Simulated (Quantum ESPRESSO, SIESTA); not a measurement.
# Deformation of the band gap of zincblende CdTe under volume change, QE, PBEsol

Calculated with Quantum ESPRESSO 7.5: PBEsol; plane waves, GBRV 1.5 ultrasoft, 45/270 Ry; k-mesh 6×6×6. The volume is changed from typed lattice constants. The typed cell is scaled evenly, with no relaxation, and each row is a single point. The gap is that between the highest filled and lowest empty Kohn-Sham level on the mesh.

| volume change (%) | gap on the mesh (eV) |
| --- | --- |
| -8 | 0.6929 |
| -6 | 0.6305 |
| -4 | 0.5701 |
| -2 | 0.5117 |
| 0 | 0.455 |
| +2 | 0.4002 |
| +4 | ? |
| +6 | 0.2961 |
| +8 | 0.2467 |

Task: Fit a second-order form in the logarithmic strain to the rows given and interpolate to the withheld row.

Worked fit:

With u = ln[(1 + ε)/(1 + ε0)], counted from the row at ε0 = +0 % where y0 = 0.455, a second-order form y = y0 + a u + b u² makes v = (y − y0)/u a line in u.

```
         u         v
-0.0833816  -2.85315
-0.0618754  -2.83635
-0.0408220  -2.81956
-0.0202027  -2.80655
 0.0198026  -2.76731
 0.0582689  -2.72701
 0.0769610  -2.70656
```

With n = 7: mean u = -0.00732131, mean v = -2.78807, Σ(u − ū)² = 0.022191, Σ(u − ū)(v − v̄) = 0.020314. Slope b = 0.020314 / 0.022191 = 0.91541; intercept a = v̄ − b ū = -2.7814.

At the withheld row u = 0.03922, v = a + b u = -2.745, and y = y0 + u v.

Prediction at +4: 0.3473 eV. The run gave 0.3473 eV, so the fit is high by 2.1e-5 eV (0.0060 % of the value).

The first-order term, -2.78 eV per unit of ln V, is the slope of the fitted parabola at ε0; it is a deformation potential only where one valley holds the gap over the whole range, and a kink or a flat stretch in the table makes it differ from the local slope. The second-order term makes up 1.3 % of v at the withheld row. Among the rows given, the largest miss of the fit is at -8, by 3.8e-4 eV (0.085 % of the range of the table).

Limits: The nuclei are static. The DFT runs use Fermi–Dirac occupations of width 0.01 eV, and energies are free energies. The mesh holds the band edges only if they lie on it, and semilocal functionals put gaps under measured ones.

[Logs are printed without paths, hosts, clocks, repeated set-up lines and the standing remarks that a program may print on its own settings, such as how far it seeks lower states.]

[Hosts, paths, dates, database ids (printed as entryN), source tags and the programs' standing remarks are cut or masked in the printed files.]
